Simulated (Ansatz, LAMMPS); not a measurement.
# Squeezing and shearing glassy 81SiO2-7Na2O-7CaO-4ZnO (mol %) (78 atoms), part 2 of 4

How stiff is glassy 81SiO2-7Na2O-7CaO-4ZnO (mol %) (78 atoms), and how do its levels respond to strain?

Ansatz 0.2.0; Kohn-Sham DFT, PBE, PAW (set soft_2), plane waves.

The cell: 22 Si, 4 Na, 2 Ca, 1 Zn and 49 O. The quench rate of 1000 K/ps is many orders above laboratory rates. The starting topology of bonds comes from the classical model. Only the Γ point is sampled.

So far. Step 2 (Single point at the start): The r.m.s. force at the start is 1.4 eV/Å.

### Step 3. Cell and atoms relaxed

Cell and atoms are freed together, to release stress as well as forces.

input.yaml

```yaml
crystal:
  lattice:
    - [10.14429, 0.0, 0.0]
    - [0.0, 10.14429, 0.0]
    - [0.0, 0.0, 10.14429]
  atoms:
    [... the 78 atom lines of step 2 ...]
kpoints:
  mp_grid: { grid: [1, 1, 1] }
hamiltonian:
  xc: pbe
scf:
  occupations: { method: gaussian, width: 0.05 }
output:
  forces: true
relax:
  f_tol: 0.05
  max_steps: 150
  cell: {}
```

Run with:

```sh
ansatz run input.yaml --threads 4 --pin off --max-ram 8192MiB --backend cpu --events-out ev --progress --plain --runs-dir out
```

Numbers of over 12 decimals in the logs are rounded to 6 here.

What it wrote:

```text
[...]
Crystal: 78 atoms, lattice volume = 1043.915 Å³
Basis set: ecut = 420 eV, 20341 PW (Γ), exchange–correlation on 144×144×144 points (8 copies of the dense FFT grid, shifted against one another)
Bands: 303, of which v1, the nominal top of the filled ones, is band 225 counted from 1 (224 counted from 0)
Symmetry: 1 space group operations
[...]
k-points: 1
[...]
SCF iter   1: F=—  HF=-54764.951896 eV  |F-HF|=—  |Δ(HF+E_count)|=         —  Δρ=2.26e-3  dr2=6.50e-2  ethr=1.77e-3  ⟨swp⟩=7.0  Hψ=1567  notcnv=0  defer=34
[...]
SCF iter   8: F=—  HF=-54764.954204 eV  |F-HF|=—  |Δ(HF+E_count)|=   6.87e-7  Δρ=5.60e-6  dr2=3.00e-7  ethr=4.43e-10  ⟨swp⟩=2.0  Hψ=396  notcnv=0  defer=69
SCF iter   9: F=-54764.954204 eV  HF=-54764.954204 eV  |F-HF|=6.69e-9  |Δ(HF+E_count)|=   2.66e-7  Δρ=2.66e-6  dr2=6.68e-8  ethr=2.22e-11  ⟨swp⟩=4.0  Hψ=903  notcnv=0
SCF 1 converged in 9 iterations: F = -54764.954204 eV  dr2 = 6.68e-8
[...]
relax step   1: F+E_penalty+E_count = -54764.95420403 eV  Δ(F+E_penalty+E_count) = +0.000e0 eV  max|allowed force component| = 5.193e0 eV/Å  Δτ_max = 0.0000 Å  P = +5.647 GPa  Ω = 1043.915 Å³  (9 SCF iters, dr2 threshold 1.00e-7 eV, accepted)
[... from here on, the SCF cycles and remarks between the steps are left out ...]
relax step   2: F+E_penalty+E_count = -54768.71151070 eV  Δ(F+E_penalty+E_count) = -3.757e0 eV  max|allowed force component| = 2.672e0 eV/Å  Δτ_max = 0.1949 Å  P = +2.852 GPa  Ω = 1054.453 Å³  energy of the carried Pulay correction = -3.677e-2 eV  (8 SCF iters, dr2 threshold 7.80e-6 eV, accepted)
relax step   3: F+E_penalty+E_count = -54771.38529111 eV  Δ(F+E_penalty+E_count) = -2.674e0 eV  max|allowed force component| = 8.217e-1 eV/Å  Δτ_max = 0.1950 Å  P = +0.182 GPa  Ω = 1060.659 Å³  energy of the carried Pulay correction = -5.825e-2 eV  (8 SCF iters, dr2 threshold 7.80e-6 eV, accepted)
relax step   4: F+E_penalty+E_count = -54771.89412524 eV  Δ(F+E_penalty+E_count) = -5.088e-1 eV  max|allowed force component| = 4.725e-1 eV/Å  Δτ_max = 0.2000 Å  P = +0.107 GPa  Ω = 1063.040 Å³  energy of the carried Pulay correction = -6.646e-2 eV  (7 SCF iters, dr2 threshold 7.80e-6 eV, accepted)
relax step   5: F+E_penalty+E_count = -54772.20903985 eV  Δ(F+E_penalty+E_count) = -3.149e-1 eV  max|allowed force component| = 3.878e-1 eV/Å  Δτ_max = 0.1910 Å  P = -0.432 GPa  Ω = 1067.077 Å³  energy of the carried Pulay correction = -8.033e-2 eV  (7 SCF iters, dr2 threshold 7.80e-6 eV, accepted)
relax step   6: F+E_penalty+E_count = -54772.39212547 eV  Δ(F+E_penalty+E_count) = -1.831e-1 eV  max|allowed force component| = 3.276e-1 eV/Å  Δτ_max = 0.2000 Å  P = -0.258 GPa  Ω = 1069.403 Å³  energy of the carried Pulay correction = -8.830e-2 eV  (7 SCF iters, dr2 threshold 7.80e-6 eV, accepted)
relax step   7: F+E_penalty+E_count = -54772.53937261 eV  Δ(F+E_penalty+E_count) = -1.472e-1 eV  max|allowed force component| = 2.778e-1 eV/Å  Δτ_max = 0.1932 Å  P = -0.039 GPa  Ω = 1068.794 Å³  energy of the carried Pulay correction = -8.622e-2 eV  (7 SCF iters, dr2 threshold 6.71e-6 eV, accepted)
relax step   8: F+E_penalty+E_count = -54772.62548042 eV  Δ(F+E_penalty+E_count) = -8.611e-2 eV  max|allowed force component| = 1.673e-1 eV/Å  Δτ_max = 0.1954 Å  P = -0.013 GPa  Ω = 1069.112 Å³  energy of the carried Pulay correction = -8.731e-2 eV  (7 SCF iters, dr2 threshold 4.82e-6 eV, accepted)
relax step   9: F+E_penalty+E_count = -54772.68400257 eV  Δ(F+E_penalty+E_count) = -5.852e-2 eV  max|allowed force component| = 2.090e-1 eV/Å  Δτ_max = 0.1955 Å  P = -0.012 GPa  Ω = 1068.709 Å³  energy of the carried Pulay correction = -8.593e-2 eV  (8 SCF iters, dr2 threshold 1.75e-6 eV, accepted)
relax step  10: F+E_penalty+E_count = -54772.73414596 eV  Δ(F+E_penalty+E_count) = -5.014e-2 eV  max|allowed force component| = 1.998e-1 eV/Å  Δτ_max = 0.1952 Å  P = +0.052 GPa  Ω = 1067.731 Å³  energy of the carried Pulay correction = -8.257e-2 eV  (7 SCF iters, dr2 threshold 2.73e-6 eV, accepted)
relax step  11: F+E_penalty+E_count = -54772.75781992 eV  Δ(F+E_penalty+E_count) = -2.367e-2 eV  max|allowed force component| = 1.820e-1 eV/Å  Δτ_max = 0.1953 Å  P = -0.147 GPa  Ω = 1068.484 Å³  energy of the carried Pulay correction = -8.515e-2 eV  (8 SCF iters, dr2 threshold 2.49e-6 eV, accepted)
relax step  12: F+E_penalty+E_count = -54772.77994486 eV  Δ(F+E_penalty+E_count) = -2.212e-2 eV  max|allowed force component| = 1.981e-1 eV/Å  Δτ_max = 0.0676 Å  P = -0.074 GPa  Ω = 1067.640 Å³  energy of the carried Pulay correction = -8.226e-2 eV  (7 SCF iters, dr2 threshold 2.07e-6 eV, accepted)
relax step  13: F+E_penalty+E_count = -54772.80062217 eV  Δ(F+E_penalty+E_count) = -2.068e-2 eV  max|allowed force component| = 1.215e-1 eV/Å  Δτ_max = 0.0562 Å  P = +0.074 GPa  Ω = 1067.154 Å³  energy of the carried Pulay correction = -8.059e-2 eV  (7 SCF iters, dr2 threshold 2.45e-6 eV, accepted)
relax step  14: F+E_penalty+E_count = -54772.82141644 eV  Δ(F+E_penalty+E_count) = -2.079e-2 eV  max|allowed force component| = 1.996e-1 eV/Å  Δτ_max = 0.2000 Å  P = -0.229 GPa  Ω = 1069.170 Å³  energy of the carried Pulay correction = -8.750e-2 eV  (9 SCF iters, dr2 threshold 9.22e-7 eV, accepted)
relax step  15: F+E_penalty+E_count = -54772.85047842 eV  Δ(F+E_penalty+E_count) = -2.906e-2 eV  max|allowed force component| = 9.161e-2 eV/Å  Δτ_max = 0.0365 Å  P = -0.024 GPa  Ω = 1066.970 Å³  energy of the carried Pulay correction = -7.996e-2 eV  (7 SCF iters, dr2 threshold 2.49e-6 eV, accepted)
relax step  16: F+E_penalty+E_count = -54772.81210958 eV  Δ(F+E_penalty+E_count) = +3.837e-2 eV  max|allowed force component| = 5.815e-1 eV/Å  Δτ_max = 0.2000 Å  P = -0.180 GPa  Ω = 1063.121 Å³  energy of the carried Pulay correction = -6.674e-2 eV  (9 SCF iters, dr2 threshold 5.25e-7 eV, rejected (line search))
relax step  17: F+E_penalty+E_count = -54772.88381746 eV  Δ(F+E_penalty+E_count) = -3.334e-2 eV  max|allowed force component| = 8.345e-2 eV/Å  Δτ_max = 0.0985 Å  P = +0.053 GPa  Ω = 1065.031 Å³  energy of the carried Pulay correction = -7.331e-2 eV  (12 SCF iters, accepted)
relax step  18: F+E_penalty+E_count = -54772.89107733 eV  Δ(F+E_penalty+E_count) = -7.260e-3 eV  max|allowed force component| = 1.423e-1 eV/Å  Δτ_max = 0.0980 Å  P = -0.187 GPa  Ω = 1064.308 Å³  energy of the carried Pulay correction = -7.082e-2 eV  (8 SCF iters, dr2 threshold 4.35e-7 eV, accepted)
relax step  19: F+E_penalty+E_count = -54772.89881454 eV  Δ(F+E_penalty+E_count) = -7.737e-3 eV  max|allowed force component| = 5.159e-2 eV/Å  Δτ_max = 0.0177 Å  P = +0.001 GPa  Ω = 1063.797 Å³  energy of the carried Pulay correction = -6.906e-2 eV  (6 SCF iters, dr2 threshold 1.27e-6 eV, accepted)
relax step  20: F+E_penalty+E_count = -54772.89893999 eV  Δ(F+E_penalty+E_count) = -1.254e-4 eV  max|allowed force component| = 5.974e-2 eV/Å  Δτ_max = 0.0312 Å  P = -0.024 GPa  Ω = 1063.902 Å³  energy of the carried Pulay correction = -6.943e-2 eV  (7 SCF iters, dr2 threshold 1.66e-7 eV, accepted)
relax step  21: F+E_penalty+E_count = -54772.90256926 eV  Δ(F+E_penalty+E_count) = -3.629e-3 eV  max|allowed force component| = 2.677e-2 eV/Å  Δτ_max = 0.0158 Å  P = +0.023 GPa  Ω = 1063.610 Å³  energy of the carried Pulay correction = -6.842e-2 eV  (7 SCF iters, dr2 threshold 2.23e-7 eV, accepted)
relax step  22: F+E_penalty+E_count = -54773.10890567 eV  Δ(F+E_penalty+E_count) = -2.063e-1 eV  max|allowed force component| = 2.733e-2 eV/Å  Δτ_max = 0.0000 Å  P = +0.297 GPa  Ω = 1063.610 Å³  stress off target by 7.84e-1 GPa  SCF on the basis re-selected at this cell (its energy is not comparable with the rows above)  (9 SCF iters)
relax step  23: F+E_penalty+E_count = -54773.10552816 eV  Δ(F+E_penalty+E_count) = +3.378e-3 eV  max|allowed force component| = 6.044e-2 eV/Å  Δτ_max = 0.0386 Å  P = -0.173 GPa  Ω = 1068.192 Å³  energy of the carried Pulay correction = -1.557e-2 eV  (7 SCF iters, dr2 threshold 1.54e-6 eV, accepted)
relax step  24: F+E_penalty+E_count = -54773.11389167 eV  Δ(F+E_penalty+E_count) = -8.364e-3 eV  max|allowed force component| = 3.613e-2 eV/Å  Δτ_max = 0.0202 Å  P = -0.014 GPa  Ω = 1067.380 Å³  energy of the carried Pulay correction = -1.277e-2 eV  (7 SCF iters, dr2 threshold 3.06e-7 eV, accepted)
relax step  25: F+E_penalty+E_count = -54773.11531533 eV  Δ(F+E_penalty+E_count) = -1.424e-3 eV  max|allowed force component| = 1.821e-2 eV/Å  Δτ_max = 0.0067 Å  P = +0.009 GPa  Ω = 1067.207 Å³  energy of the carried Pulay correction = -1.218e-2 eV  (8 SCF iters, dr2 threshold 8.63e-9 eV, accepted)
relax step  26: F+E_penalty+E_count = -54773.12845895 eV  Δ(F+E_penalty+E_count) = -1.314e-2 eV  max|allowed force component| = 1.829e-2 eV/Å  Δτ_max = 0.0000 Å  P = +0.015 GPa  Ω = 1067.207 Å³  stress off target by 7.32e-2 GPa  SCF on the basis re-selected at this cell (its energy is not comparable with the rows above)  (6 SCF iters)
relax step  27: F+E_penalty+E_count = -54773.12741901 eV  Δ(F+E_penalty+E_count) = +1.040e-3 eV  max|allowed force component| = 7.470e-2 eV/Å  Δτ_max = 0.0403 Å  P = +0.023 GPa  Ω = 1067.244 Å³  energy of the carried Pulay correction = -1.128e-4 eV  (9 SCF iters, dr2 threshold 1.34e-8 eV, rejected (line search))
relax step  28: F+E_penalty+E_count = -54773.12909868 eV  Δ(F+E_penalty+E_count) = -6.397e-4 eV  max|allowed force component| = 2.438e-2 eV/Å  Δτ_max = 0.0197 Å  P = +0.004 GPa  Ω = 1067.395 Å³  energy of the carried Pulay correction = -6.369e-4 eV  (10 SCF iters, accepted)
relax step  29: F+E_penalty+E_count = -54773.12945595 eV  Δ(F+E_penalty+E_count) = -3.573e-4 eV  max|allowed force component| = 2.439e-2 eV/Å  Δτ_max = 0.0000 Å  P = +0.004 GPa  Ω = 1067.395 Å³  stress off target by 2.56e-2 GPa  SCF on the basis re-selected at this cell (its energy is not comparable with the rows above)  (5 SCF iters)
[...]
SCF converged after 5 iterations
Free energy (F): -54773.129456 eV
[...]
Internal energy: -54773.129456 eV  (E = F + TS)
E sigma→0 (E₀):  -54773.129456 eV
Fermi energy:    5.454057 eV
[...]
Σ components = -54773.129456   (vs F -54773.129456, Δ=0.00e0)
--- Forces (eV/Å), atoms counted from 1 ---
  atom   1  Si     0.00385133     0.00835373    -0.00172529
  atom   2  Si    -0.00149429     0.00205471     0.00096210
  atom   3  Si    -0.00810122     0.00786427    -0.00022325
  atom   4  Si    -0.00087160    -0.00120335    -0.00093195
[...]
atom  78  O      0.00024065    -0.00322335     0.00096903
  max |Σ_I F_I| component: 2.66e-5 eV/Å
--- Stress (GPa, compression-positive) ---
        0.007967      -0.008971      -0.015389
       -0.008971      -0.003039       0.001574
       -0.015390       0.001574       0.008492
  P = ⅓ Tr σ = 0.0045 GPa (0.045 kbar)
--- Relaxed structure (26 steps of the walk, 24 accepted, 3 SCFs on fresh bases) ---
  F+E_penalty+E_count = -54773.12945595 eV   max|allowed force component| = 2.439e-2 eV/Å   (the final SCF, on the basis selected at the relaxed cell)
  cell:  # Å, volume = 1067.3953 Å³
    - [10.292404, -0.265006, -0.274193]
    - [-0.265006, 9.919608, 0.123965]
    - [-0.274193, 0.123965, 10.470638]
  atoms:
    - { symbol: Si, position: [0.973169, 0.443995, 0.091505] }
    - { symbol: Si, position: [0.237880, 0.465607, 0.190840] }
    - { symbol: Si, position: [0.709747, 0.862522, 0.855213] }
    - { symbol: Si, position: [0.268346, 0.817511, 0.534441] }
[...]
- { symbol: O, position: [0.051214, 0.314567, 0.730955] }
```

Run time: 4.7 min. Hardware: 4 threads of Arm Neoverse V1, shared host; peak memory 1.3 GiB; 18 min of CPU time.

The relaxation converged after 26 steps, with a largest force component of 0.024 eV/Å.

### Step 4. Single point at the relaxed geometry

One more single point at the end of the walk gives the fuller output and checks the residual forces.

input.yaml

```yaml
crystal:
  lattice:
    - [10.2924, -0.26501, -0.27419]
    - [-0.26501, 9.91961, 0.12396]
    - [-0.27419, 0.12396, 10.47064]
  atoms:
    - { symbol: Si, position: [0.97317, 0.444, 0.0915] }
    - { symbol: Si, position: [0.23788, 0.46561, 0.19084] }
    - { symbol: Si, position: [0.70975, 0.86252, 0.85521] }
    - { symbol: Si, position: [0.26835, 0.81751, 0.53444] }
    - { symbol: Si, position: [0.11869, 0.42611, 0.83169] }
    - { symbol: Si, position: [0.59984, 0.26262, 0.17203] }
    [... 66 atom lines left out ...]
    - { symbol: O, position: [0.87584, 0.27477, 0.40155] }
    - { symbol: O, position: [0.23179, 0.97398, 0.50029] }
    - { symbol: O, position: [0.80033, 0.9033, 0.73775] }
    - { symbol: O, position: [0.39097, 0.71519, 0.93038] }
    - { symbol: O, position: [0.44807, 0.80655, 0.17737] }
    - { symbol: O, position: [0.05121, 0.31457, 0.73096] }
kpoints:
  mp_grid: { grid: [1, 1, 1] }
hamiltonian:
  xc: pbe
scf:
  occupations: { method: gaussian, width: 0.05 }
output:
  forces: true
  stress: true
  populations: true
  dos:
    method: { smearing: { sigma: 0.08 } }
    de: 0.1
    projected: { site_lists: { Ca: [Ca], Na: [Na], O: [O], Si: [Si], Zn: [Zn] } }
  eigenvalues: true
  write_density: true
  write_potential: true
  volumetric_format: npy
  elf: true
```

What it wrote:

```text
[...]
Crystal: 78 atoms, lattice volume = 1067.395 Å³
Basis set: ecut = 420 eV, 20889 PW (Γ), exchange–correlation on 144×144×144 points (8 copies of the dense FFT grid, shifted against one another)
Bands: 303, of which v1, the nominal top of the filled ones, is band 225 counted from 1 (224 counted from 0)
Symmetry: 1 space group operations
[...]
k-points: 1
[...]
SCF iter   1: F=—  HF=-54773.125977 eV  |F-HF|=—  |Δ(HF+E_count)|=         —  Δρ=1.96e-3  dr2=4.97e-2  ethr=1.77e-3  ⟨swp⟩=6.0  Hψ=1439  notcnv=0  defer=68
[...]
SCF iter   9: F=-54773.129452 eV  HF=-54773.129452 eV  |F-HF|=8.86e-9  |Δ(HF+E_count)|=   1.48e-7  Δρ=1.96e-6  dr2=4.05e-8  ethr=2.22e-11  ⟨swp⟩=19.0  Hψ=2661  notcnv=0
SCF 1 converged in 9 iterations: F = -54773.129452 eV  dr2 = 4.05e-8
[...]
WARN: The input density's exchange-correlation potential varies sharply where the density is thin. Do not read a vacuum level from v_tot or v_xc, or from such a field of the output density. On a cell that repeats whose density bears no net charge and no dipole along the vacuum's axis use v_es (v_loc + v_h of the components); [...]
SCF converged after 9 iterations
Free energy (F): -54773.129452 eV
[...]
Internal energy: -54773.129452 eV  (E = F + TS)
E sigma→0 (E₀):  -54773.129452 eV
Fermi energy:    5.454210 eV
[...]
--- Forces (eV/Å), atoms counted from 1 ---
  atom   1  Si     0.00359725     0.00425463     0.00169317
  atom   2  Si    -0.00320413     0.00077645     0.00104833
  atom   3  Si    -0.01049794     0.00875194     0.00177248
  atom   4  Si    -0.00301065     0.00026224    -0.00011016
  atom   5  Si    -0.00330644    -0.00070996     0.00253231
  atom   6  Si     0.00038480     0.00409310    -0.00347147
  atom   7  Si     0.00305591    -0.00062451    -0.00262666
  atom   8  Si    -0.00518858     0.00160764    -0.00499314
  atom   9  Si    -0.00122592     0.00035990    -0.00719690
  atom  10  Si     0.00094507    -0.00089504    -0.00128440
  atom  11  Si    -0.00048806     0.00136998     0.00026688
  atom  12  Si     0.00665355    -0.00296960     0.02484346
  atom  13  Si     0.00403406     0.00698421    -0.00194969
  atom  14  Si     0.00357816     0.00580355    -0.00393369
[...]
atom  77  O     -0.00199612    -0.00304129    -0.00181656
  atom  78  O      0.00033082    -0.00526522     0.00027549
  max |Σ_I F_I| component: 4.22e-5 eV/Å
--- Stress (GPa, compression-positive) ---
        0.008568      -0.008098      -0.015417
       -0.008098      -0.003325       0.002511
       -0.015418       0.002512       0.008907
  P = ⅓ Tr σ = 0.0047 GPa (0.047 kbar)
--- Band table (eV) ---
[...]
--- Löwdin populations: 78 sites ---
  site symbol       q [e]
     0     Si      2.2300
     1     Si      2.2256
     2     Si      2.3122
[...]
77      O      6.7970
  spilling = 0.012408 (of n_electrons = 450.000000)
```

Elapsed: 15 s, on 4 threads; peak memory 1.3 GiB.

The program notes that the exchange-correlation potential is rough where the density is thin.

The run gave:

```yaml
free_energy: -54773.1295 eV
free_energy_per_atom: -702.2196 eV/atom
scf_cycles: 9
pressure: 0.004717 GPa
r_m_s_force_component: 0.00427 eV/Å
longest_force: 0.02589 eV/Å
fermi_energy: 5.454 eV
spacing_of_highest_filled_and_lowest_empty_level: 3.608 eV
spilling_of_the_projection: 0.01241
```

(Continued in part 3 of 4.)

[Logs are printed without paths, hosts, clocks, repeated set-up lines and the standing remarks that a program may print on its own settings, such as how far it seeks lower states.]

[Hosts, paths, dates, database ids (printed as entryN), source tags and the programs' standing remarks are cut or masked in the printed files.]
